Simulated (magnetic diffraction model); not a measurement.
## Cr₃B₂ below its ordering temperature

Space group Cmcm (no. 63), a = 2.6730 Å, b = 8.9920 Å, c = 6.7320 Å.

```
site  atom    x       y       z
  8f    Cr  1/2  0.3504  0.9273
  4c    Cr  1/2  0.0964     3/4
  4b     B  1/2       0       0
  4c     B    0  0.2467     3/4
```

The compound is invented for this exercise: a known structure type with other elements, its cell scaled to their sizes and not relaxed.

Only Cr is taken to order (form factors of Cr2+); orders and moment sizes are assumed, and not adapted to the symmetry. Radiation: neutrons of λ = 1.594 Å (absorption by B left out), 2° to 70°; isotropic B of 0.23 Å² (Cr) and 0.34 Å² (B). Simulated constant-wavelength pattern: nuclear and magnetic terms add, the magnetic one as |2.695 fm × Σ f S⊥ exp(2πi Q·r) exp(−B s²)|², summed over all Q at one angle with the factor 1/(sin²θ cos θ). For a modulated order the moment at position r is S exp(−2πi k·r) + c.c., with S = m/2 for a sine wave of amplitude m and S = m(u + iv)/2 for moments turning in a plane, u and v being orthogonal unit vectors in it; the phase factor of the sum at Q = H + k is then exp(2πi H·r). Free-ion form factors, Sears's scattering lengths of 1992, no absorption; a label names one of the reflections at its angle. The strongest nuclear line in the range is 100, and lines under 0.2 are left out.

Above the ordering temperature:

| 2θ (°) | index | I |
| --- | --- | --- |
| 20.42 | (0 2 0) | 1.2 |
| 24.62 | (0 2 1) | 0.6 |
| 27.39 | (0 0 2) | 0.5 |
| 34.41 | (0 2 2) | 62.9 |
| 36.25 | (1 1 0) | 13.6 |
| 38.88 | (1 1 1) | 0.6 |
| 41.53 | (0 4 0) | 1.2 |
| 43.90 | (0 4 1) | 9.3 |
| 46.77 | (0 2 3) | 61.9 |
| 47.09 | (1 3 0) | 76.0 |
| 49.25 | (1 3 1) | 100.0 |
| 50.47 | (0 4 2) | 0.4 |
| 55.34 | (1 3 2) | 86.0 |
| 56.34 | (1 1 3) | 66.3 |
| 56.53 | (0 0 4) | 31.2 |
| 60.24 | (0 4 3) | 1.8 |
| 60.75 | (0 2 4) | 1.2 |
| 64.25 | (0 6 0) | 1.2 |
| 64.57 | (1 5 0) | 0.5 |
| 64.63 | (1 3 3) | 28.2 |
| 66.03 | (0 6 1) | 0.2 |
| 66.34 | (1 5 1) | 41.1 |
(The table stops after 22 lines; 1 more lie at higher angle.)

Below it (cell unchanged):

```tsv
2θ (°)	I
16.08	113.4
20.42	1.2
22.17	9.5
24.62	0.6
26.10	5.6
27.39	0.5
27.84	3.0
31.10	21.6
34.41	62.9
35.52	15.2
36.25	13.6
38.88	0.6
39.45	8.8
40.66	1.9
41.53	1.2
42.48	0.5
42.56	1.4
43.07	9.0
43.90	9.3
44.81	5.3
45.05	0.6
46.77	61.9
47.09	76.0
47.28	5.1
47.64	0.2
49.25	100.0
49.73	1.9
50.47	0.4
50.80	1.0
51.29	1.4
53.53	2.9
54.49	0.6
55.34	86.0
56.34	66.3
56.45	3.3
56.53	31.2
```
(The table stops after 36 lines; 18 more lie at higher angle.)

**Question.** Find the propagation vector, then choose among these models:
A. moments turning in the plane of [010] and [001], 1.79 μB on Cr; signs + at (1/2, 0.3504, 0.9273), + at (0, 0.1496, 0.0727), − at (1/2, 0.3504, 0.5727), + at (1/2, 0.0964, 3/4), − at (0, 0.1496, 0.4273), − at (0, 0.4036, 1/4)
B. a sine wave with moments along [010] (amplitudes given), 1.79 μB on Cr; signs + at (1/2, 0.3504, 0.9273), + at (0, 0.1496, 0.0727), − at (1/2, 0.3504, 0.5727), + at (1/2, 0.0964, 3/4), − at (0, 0.1496, 0.4273), − at (0, 0.4036, 1/4)
C. a sine wave with moments along [001] (amplitudes given), 1.79 μB on Cr; signs + at (1/2, 0.3504, 0.9273), + at (0, 0.1496, 0.0727), − at (1/2, 0.3504, 0.5727), + at (1/2, 0.0964, 3/4), − at (0, 0.1496, 0.4273), − at (0, 0.4036, 1/4)
D. moments turning in the plane of [001] and [100], 1.79 μB on Cr; signs + at (1/2, 0.3504, 0.9273), + at (0, 0.1496, 0.0727), − at (1/2, 0.3504, 0.5727), + at (1/2, 0.0964, 3/4), − at (0, 0.1496, 0.4273), − at (0, 0.4036, 1/4)

The new lines index as (1/4 0 1) at 16.08°, (1/4 2 0) at 22.17°, (1/4 2 1) at 26.10° and (3/4 1 0) at 27.84°, that is as H ± k with k = (1/4 0 0). Satellites come in pairs about each point of the reciprocal lattice.

Magnetic intensity, observed (below minus above) and for each model:

| 2θ (°) | index | observed | A | B | C | D |
| --- | --- | --- | --- | --- | --- | --- |
| 16.08 | (1/4 0 1) | 113.4 | 113.4 | 88.3 | 25.1 | 88.3 |
| 22.17 | (1/4 2 0) | 9.5 | 9.5 | 1.2 | 8.2 | 15.3 |
| 26.10 | (1/4 2 1) | 5.6 | 5.6 | 1.9 | 3.7 | 8.2 |
| 31.10 | (3/4 1 1) | 21.6 | 21.6 | 11.3 | 10.2 | 14.1 |
| 35.52 | (1/4 2 2) | 15.2 | 15.2 | 9.5 | 5.7 | 19.2 |
| 39.45 | (3/4 1 2) | 8.8 | 8.8 | 5.7 | 3.1 | 6.5 |
| 43.07 | (3/4 3 1) | 9.0 | 9.0 | 3.1 | 5.9 | 10.1 |
| 44.81 | (1/4 4 1) | 5.3 | 5.3 | 0.7 | 4.6 | 9.6 |

Model A matches.

The structure used: k = (1/4 0 0), moments turning in the plane of [010] and [001], 1.79 μB on Cr; signs + at (1/2, 0.3504, 0.9273), + at (0, 0.1496, 0.0727), − at (1/2, 0.3504, 0.5727), + at (1/2, 0.0964, 3/4), − at (0, 0.1496, 0.4273), − at (0, 0.4036, 1/4).

[Logs are printed without paths, hosts, clocks, repeated set-up lines and the standing remarks that a program may print on its own settings, such as how far it seeks lower states.]
